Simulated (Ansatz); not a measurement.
## Debugging a many-body input for Si3N4 (Fd-3m)

Aim: the G0W0 gap of Si3N4 (Fd-3m). The first input has a fault.

Calculated with Ansatz 0.2.0; G0W0 on PBE, plane waves, PAW.

## (1) The structure

Symmetry: Fd-3m, No. 227, cubic system. The conventional cell has a = 7.787 Å, b = 7.787 Å, c = 7.787 Å, α = 90.00°, β = 90.00°, γ = 90.00°. Nearest to Si lie 6 N at 1.89 Å. Nearest to Si lie 4 N at 1.79 Å. Nearest to N lie 4 Si at 1.79 to 1.89 Å. Farther neighbours and most contacts between anions are not listed.

As a file:

```
Si N
1.0
     0.00000    3.89372    3.89372
     3.89372    0.00000    3.89372
     3.89372    3.89372    0.00000
Si N
6 8
Direct
  0.12500 0.12500 0.62500
  0.12500 0.62500 0.12500
  0.62500 0.12500 0.12500
  0.12500 0.12500 0.12500
  0.75000 0.75000 0.75000
  0.50000 0.50000 0.50000
  0.36756 0.36756 0.36756
  0.35269 0.88244 0.88244
  0.88244 0.88244 0.35269
  0.88244 0.35269 0.88244
  0.36756 0.36756 0.89731
  0.36756 0.89731 0.36756
  0.88244 0.88244 0.88244
  0.89731 0.36756 0.36756
```

The cell and positions are those that the Materials Project relaxed with its own functionals (PBE, PBE+U or r2SCAN), kept fixed. This is not the form that Si3N4 usually takes at ambient conditions. The default PAW set here is soft_2. Its files were made with PBE.

## (2) First try

Input file input.yaml:

```yaml
crystal:
  lattice:
    - [0.0, 3.893718, 3.893718]
    - [3.893718, 0.0, 3.893718]
    - [3.893718, 3.893718, 0.0]
  atoms:
    - { symbol: Si, position: [0.125, 0.125, 0.625] }
    - { symbol: Si, position: [0.125, 0.625, 0.125] }
    - { symbol: Si, position: [0.625, 0.125, 0.125] }
    - { symbol: Si, position: [0.125, 0.125, 0.125] }
    - { symbol: Si, position: [0.75, 0.75, 0.75] }
    - { symbol: Si, position: [0.5, 0.5, 0.5] }
    - { symbol: "N", position: [0.367563, 0.367563, 0.367563] }
    - { symbol: "N", position: [0.352689, 0.882437, 0.882437] }
    - { symbol: "N", position: [0.882437, 0.882437, 0.352689] }
    - { symbol: "N", position: [0.882437, 0.352689, 0.882437] }
    - { symbol: "N", position: [0.367563, 0.367563, 0.897311] }
    - { symbol: "N", position: [0.367563, 0.897311, 0.367563] }
    - { symbol: "N", position: [0.882437, 0.882437, 0.882437] }
    - { symbol: "N", position: [0.897311, 0.367563, 0.367563] }
kpoints:
  mp_grid: { grid: [2, 2, 2] }
hamiltonian:
  xc: pbe
scf:
  occupations: { method: fixed }
gw:
  n_empty_bands: 124
  ecut_chi: 60
  qp_bands: [v4, c4]
  qp_kpoints: band_edges
  screening: { model: contour_deformation }
  q_mesh: [3, 3, 3]
```

Launch:

```
ansatz run input.yaml --threads 2 --pin off --max-ram 73728MiB --backend cpu --events-out ev --progress --plain --runs-dir out
```

Numbers of over 12 decimals in the logs are rounded to 6 here.

What it wrote:

```text
Error: 3 input errors — fix all and re-run
  1. invalid value for `gw.q_mesh`: axis 0: q-mesh dimension 3 must divide 2, the k-mesh dimension that kpoints.mp_grid.grid gives — every k−q must land on a point of the k-mesh
  2. invalid value for `gw.q_mesh`: axis 1: q-mesh dimension 3 must divide 2, the k-mesh dimension that kpoints.mp_grid.grid gives — every k−q must land on a point of the k-mesh
  3. invalid value for `gw.q_mesh`: axis 2: q-mesh dimension 3 must divide 2, the k-mesh dimension that kpoints.mp_grid.grid gives — every k−q must land on a point of the k-mesh
```

Run time: 0.06 s. Hardware: 2 threads of AMD EPYC 7R13 (Zen 3), shared host; peak memory 0.037 GiB; 0.04 s of CPU time.

**Diagnosis.**

The input was rejected at the start.

The program's message: “Error: 3 input errors — fix all and re-run”

The fault: q mesh that doesn't divide the k mesh. Each q must join two points of the k mesh.

## (3) A better input

G0W0 replaces the xc potential by the self-energy, built once from these orbitals. Only a window of levels is corrected, while the sums run over the empty bands that the input names.

input.yaml, as its differences from that of step 2:

```diff
@@ -21,3 +21,3 @@
 kpoints:
-  mp_grid: { grid: [2, 2, 2] }
+  mp_grid: { grid: [4, 4, 4] }
 hamiltonian:
@@ -27,4 +27,4 @@
 gw:
-  n_empty_bands: 124
-  ecut_chi: 60
+  n_empty_bands: 492
+  ecut_chi: 150
   qp_bands: [v4, c4]
@@ -32,2 +32 @@
   screening: { model: contour_deformation }
-  q_mesh: [3, 3, 3]
```

Launch:

```
ansatz run input.yaml --threads 2 --pin off --max-ram 73728MiB --backend cuda --events-out ev --progress --plain --runs-dir out --devices 1 --max-vram 13GiB
```

What it wrote:

```text
GPUs: using 1 of 1 available (devices: 1).
[...]
device memory: the entry about to start is reckoned to put 1.8 GiB on a device that reports 52.2 GiB free (of which the cap on the GPU budget leaves the run 13.0 GiB)
GPU FFT provider: cuFFT
GPU libraries: cuBLAS 13.8.2, cuFFT 12.4.0, cuSOLVER 12.3.4
Crystal: 14 atoms, lattice volume = 118.066 Å³
Basis set: ecut = 420 eV, 2277 PW (Γ)
Bands: 46, of which v1, the nominal top of the filled ones, is band 32 counted from 1 (31 counted from 0)
Symmetry: 48 space group operations
[...]
k-points: 8 of 64
[...]
GPU buffer pool allocated for 64000 grid points (all kernels)
GPU transforms: local potential and band sums: pruned to the plane-wave sphere, on 40×40×40
[...]
SCF iter   1: F=—  HF=-6899.811041 eV  |F-HF|=—  |Δ(HF+E_count)|=         —  Δρ=4.05e-3  dr2=3.40e-2  ethr=1.77e-3  ⟨swp⟩=5.0  Hψ=1515  notcnv=0  defer=92
[...]
0    29     10.8233   -22.1128     3.1284   -18.2049  0.7982    10.0396    10.0436  root
     0    30     10.9398   -22.4853     3.0309   -18.6930  0.8003    10.1747    10.1784  root
     0    31     10.9398   -22.4853     3.0309   -18.6930  0.8003    10.1747    10.1784  root
     0    32     10.9398   -22.4853     3.0309   -18.6930  0.8003    10.1747    10.1784  root
     0    33     14.3242    -8.5612    -4.2399   -13.3697  0.8358    14.8943    14.8928  root
     0    34     14.3242    -8.5612    -4.2399   -13.3697  0.8358    14.8943    14.8928  root
     0    35     14.3242    -8.5612    -4.2399   -13.3697  0.8358    14.8943    14.8928  root
     0    36     15.8599    -9.3723    -4.6528   -14.8602  0.8298    16.6988    16.6950  root
[...]
7    33     17.6238    -8.0740    -4.8474   -13.6366  0.8191    18.3429    18.3391  root
     7    34     17.6238    -8.0740    -4.8474   -13.6366  0.8191    18.3429    18.3391  root
     7    35     18.1337    -8.3441    -5.0473   -14.2085  0.8154    18.9560    18.9508  root
     7    36     18.1337    -8.3441    -5.0473   -14.2085  0.8154    18.9560    18.9508  root
[key lines of the parts left out:]
SCF converged after 6 iterations
Free energy (F): -6899.797638 eV
Fermi energy:    10.952125 eV
```

Wall time 19 s (1 × NVIDIA H100 80GB HBM3 (shared by 6 runs) with 2 threads); peak memory 1.7 GiB.

Reading the cycles: dr2 is the Hartree energy of the density residual (eV), the measure of convergence; HF is the Harris–Foulkes estimate of the energy, which meets the free energy F at convergence.

This step gave:

```
bands summed                                 : 524
RPA ε∞ on this mesh (eigenvalues)            : 5.067, 5.067, 5.067
plane waves in the screening matrix          : 531
q-points in the mesh                         : 64
G0W0 gap on the mesh                         : 4.692 eV
k of the valence top                         : 0, 0.25, -0.25
k of the conduction bottom                   : 0, 0, 0
starting gap on the mesh                     : 3.372 eV
Z at the valence top                         : 0.7997
Z at the conduction bottom                   : 0.8358
least direct G0W0 gap on the computed points : 4.714 eV
```

The gap on the mesh goes from 3.37 eV to 4.69 eV, a correction of +1.32 eV. Between the two edge states, bare exchange in place of the xc potential would open the gap by 8.60 eV, and correlation takes back 7.28 eV.

## (4) What came out

| Quantity | Value |
| --- | --- |
| first try | refused after 0.06 s |
| better run | G0W0 gap on the mesh 4.69 eV (4×4×4 mesh, 492 empty bands, screening to 150 eV) |

**Reading.** The second run differs in: mesh, empty bands, screening cutoff (eV) and q mesh. Bands and cutoff are finite, so the gap is not at the basis limit. The miss can reach some tenths of an eV and take either sign; the mesh is an error of its own.

[Paths, hosts, dates, memory and timing lines, banners, echoed tables and standing remarks are left out of the program output.]

[Logs are printed without paths, hosts, clocks, repeated set-up lines and the standing remarks that a program may print on its own settings, such as how far it seeks lower states.]

[Runs of the session that timed out or met a known fault of the program may be left out.]

[Cells called generated may have been cut or substituted from an entry of the Crystallography Open Database or the Materials Project.]

[No measured gap is set beside runs whose start may be inverted or whose files or cutoffs have a known fault.]

[Hosts, paths, dates, database ids (printed as entryN), source tags and the programs' standing remarks are cut or masked in the printed files.]
